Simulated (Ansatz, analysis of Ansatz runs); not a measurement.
# Na2WO4 (Fd-3m): a line between two O sites for an added hole, part 3 of 3

Aim: the energy barrier that a trapped hole meets when it moves from one O atom to another one nearby in Na2WO4 (Fd-3m). The model is a cell of 56 host atoms.

Ansatz 0.2.0; plane-wave PAW DFT, PBEsol+U; relaxation of all atoms of a supercell at fixed charge in a uniform background; PAW set soft_1.

So far. Step 4 (The hole on the second site): The largest changes of the moments are 0.78 μB on O42, 0.06 μB on O47 and 0.03 μB on O53. The largest part sits on the chosen site. Step 5 (Points on the line between the two structures): Under PBEsol+U (7 eV) at the zone centre alone, the highest filled state is spin down, spread over 9 of 56 atoms, and the lowest empty one, 2.20 eV above it, is spin down, spread over 2 of 56 atoms.

### 5. Points on the line between the two structures (continued)

Level of this step: plane-wave PAW DFT, PBEsol+U; single point of a supercell at fixed charge in a uniform background; PAW set soft_1 (Ansatz).

Valence density in the bc plane at fractional x = 0.387, through the centre, with atoms of Na and O within 0.45 Å of it. It is the smooth field of the valence electrons, not physical close to the nuclei.

Ten steps, logarithmic in the rise over the least value, from '_' (0 e/Å³) to '@' (18 e/Å³), each cell a mean:
```
::....__________........______::--::______::--==----
::..__________..--====--..__::**%%##--__..==**##**==
..__________..::++##**==::__--%%@@%%==..::==##%%**==
..__________..--++####++::__::**%%**--__..--****++--
____________..::==++++--..____..--::______..------..
______........::::--::..____________________......__
__..::------::......________..::::..________::::..__
__::==****==::..__________..--++++==::____::**##++..
..::++####++--..__________::++####**--....==@@@@%%--
__::==****==::__________..::++####**--..__--##%%**::
__..::----::..__________..::--++++==::____..----::__
______....________......::::::::::..________________
____......______::------::::....________..::::::..__
__::**##==..__..==****++--..__________..::==++==::..
..++@@@@##::__::++##%%**==..__________..--**##**==..
..==%%@@**::__..==**##++--..__________..--**##**==..
__..==++--______::--==--..__________....--==++==::..
____....__________......______....::......::::....__
__..::::..________....______..--====--::....________
..--++++==::____::++++::__..--++##**==::..__________
::++####**--....**@@@@**....--**####==::____________
::++####**--....**@@@@**..__::==**++--..__________..
::==++++==::____--++++::____..::--::..__________....
::::::::..________....__________....________....::::
```
Columns run along b (9.1 Å), rows up along c (9.1 Å). Atoms in or near the plane, at fractional coordinates: Na at (0.11, 0.37), Na at (0.63, 0.89), Na at (0.37, 0.11), Na at (0.89, 0.63), O at (0.14, 0.63), O at (0.63, 0.14), O at (0.37, 0.86), O at (0.86, 0.37), O at (0.11, 0.11), O at (0.62, 0.61), O at (0.38, 0.38), O at (0.89, 0.89).

Electrostatic potential energy in the bc plane at fractional x = 0.387, through the centre, with atoms of Na and O within 0.45 Å of it. With pseudopotentials it is smooth inside the atoms' cores, unlike the true potential.

Ten even steps from '_' (-48 eV) to '@' (11 eV), each cell a mean:
```
####%%@@@@@@@@@@@@@@@@@@@@@@@@%%##%%@@@@@@@@%%######
%%%%%%@@@@@@@@@@@@####@@@@@@%%--__..##@@@@%%==::==##
@@@@@@@@@@@@@@@@++----**@@@@##..____++@@@@##::..--##
@@@@@@@@@@@@@@%%==::--**@@@@%%==..::##@@@@%%==--++@@
@@@@@@@@@@%%%%%%##++++%%@@@@@@%%##%%@@@@@@@@@@%%@@@@
@@@@@@@@@@%%%%%%%%@@@@@@@@@@@@@@@@@@@@@@@@@@@@@@@@@@
@@@@@@%%%%%%%%%%%%@@@@@@@@@@@@@@@@@@@@@@@@@@%%%%%%@@
@@@@##==--**%%@@@@@@@@@@@@@@@@**++##@@@@@@##--..==%%
@@@@++::::++@@@@@@@@@@@@@@@@**::..--%%@@@@++____..##
@@@@##====##@@@@@@@@@@@@%%%%**::..--%%@@@@##..__--%%
@@@@@@%%%%@@@@@@@@@@@@%%%%%%##++++##@@@@@@@@##**%%@@
@@@@@@@@@@@@@@@@@@@@@@%%######%%@@@@@@@@@@@@@@@@@@@@
@@@@%%%%@@@@@@@@@@%%##%%####%%%%@@@@@@@@@@@@@@@@@@@@
@@##--::++%%@@@@%%--::==%%%%%%%%@@@@@@@@@@##++##@@@@
@@++____..##@@@@**::__--##@@@@@@@@@@@@@@%%--::--##@@
@@**..__--%%@@@@##----++@@@@@@@@@@@@@@@@%%--::==%%@@
@@%%**++##@@@@@@@@%%%%@@@@@@@@@@@@@@%%%%%%##**##@@@@
@@@@@@@@@@@@@@@@@@@@@@@@@@@@@@@@@@@@%%%%%%%%@@@@@@@@
@@@@@@@@@@@@@@@@@@%%%%@@@@@@@@@@####%%%%%%@@@@@@@@@@
@@@@**++%%@@@@@@##==++##@@@@@@++----##@@@@@@@@@@@@@@
@@**::::==@@@@%%--____==%%@@%%==::::**@@@@@@@@@@@@@@
%%++::..==@@@@%%--____==%%@@@@##==++%%@@@@@@@@@@@@%%
####++++##@@@@@@##====##@@@@@@@@@@@@@@@@@@@@@@@@%%##
**##%%@@@@@@@@@@@@@@@@@@@@@@@@@@@@@@@@@@@@@@@@@@%%##
```
Columns run along b (9.1 Å; values clipped at the 3rd and 97th percentile), rows up along c (9.1 Å). Atoms in or near the plane, at fractional coordinates: Na at (0.11, 0.37), Na at (0.63, 0.89), Na at (0.37, 0.11), Na at (0.89, 0.63), O at (0.14, 0.63), O at (0.63, 0.14), O at (0.37, 0.86), O at (0.86, 0.37), O at (0.11, 0.11), O at (0.62, 0.61), O at (0.38, 0.38), O at (0.89, 0.89).

Free energies from the first end:

| started from | fraction | energy (eV) | moment change on O53 (μB) | on O42 (μB) |
| --- | --- | --- | --- | --- |
| first site | 0 | 0.000 | 0.78 | 0.07 |
| first site | 0.125 | 0.025 | 0.76 | 0.10 |
| first site | 0.25 | 0.095 | 0.74 | 0.15 |
| first site | 0.375 | 0.198 | 0.71 | 0.27 |
| first site | 0.5 | 0.260 | 0.55 | 0.56 |
| first site | 0.625 | 0.200 | 0.26 | 0.71 |
| second site | 0.875 | 0.027 | 0.05 | 0.77 |
| second site | 0.75 | 0.099 | 0.12 | 0.75 |
| second site | 0.625 | 0.200 | 0.26 | 0.71 |
| second site | 0.5 | 0.260 | 0.55 | 0.56 |
| second site | 0.375 | 0.198 | 0.71 | 0.27 |
| shared | 0.5 | 0.260 | 0.55 | 0.56 |
| second site | 1 | 0.001 | 0.03 | 0.78 |

### 6. What came out

- barrier forward: 0.26 eV
- barrier backward: 0.26 eV
- distance of the two sites without the carrier: 2.90 Å
- carrier at the midpoint: shared

In words: On this line the hole must cross 0.26 eV to hop 2.90 Å; both ends have the same energy within 0.005 eV. At the midpoint the lowest state found shares the carrier between both sites, and no finished start kept it on one. That fits an adiabatic hop but does not prove it, since self-interaction left by this U favours sharing too. With an assumed attempt frequency of 1e13 per second the rate at 300 K would be 4e+08 per second for this barrier, if every crossing succeeded. A straight line need not be the lowest path, so the true barrier at this U can be lower, or higher if the ends can still break their symmetry. No run compares the localised hole with one spread in the band, so its binding is unknown and the barrier may exceed it. The program's search for lower electronic states was switched off in all runs, so that each state is followed; none is shown to be the lowest at its structure. No image-charge correction is applied; it nearly cancels along the line while the charge stays localised. Keep in mind: sampling at the zone centre alone can move energies of charged and open-shell states by tenths of an eV or more in cells of this size; gap and trapping depend on the U chosen (O p 7.0 eV); spin–orbit coupling, which can matter with heavy atoms, is left out.

[Logs are printed without paths, hosts, clocks, repeated set-up lines and the standing remarks that a program may print on its own settings, such as how far it seeks lower states.]

[Hosts, paths, dates, database ids (printed as entryN), source tags and the programs' standing remarks are cut or masked in the printed files.]
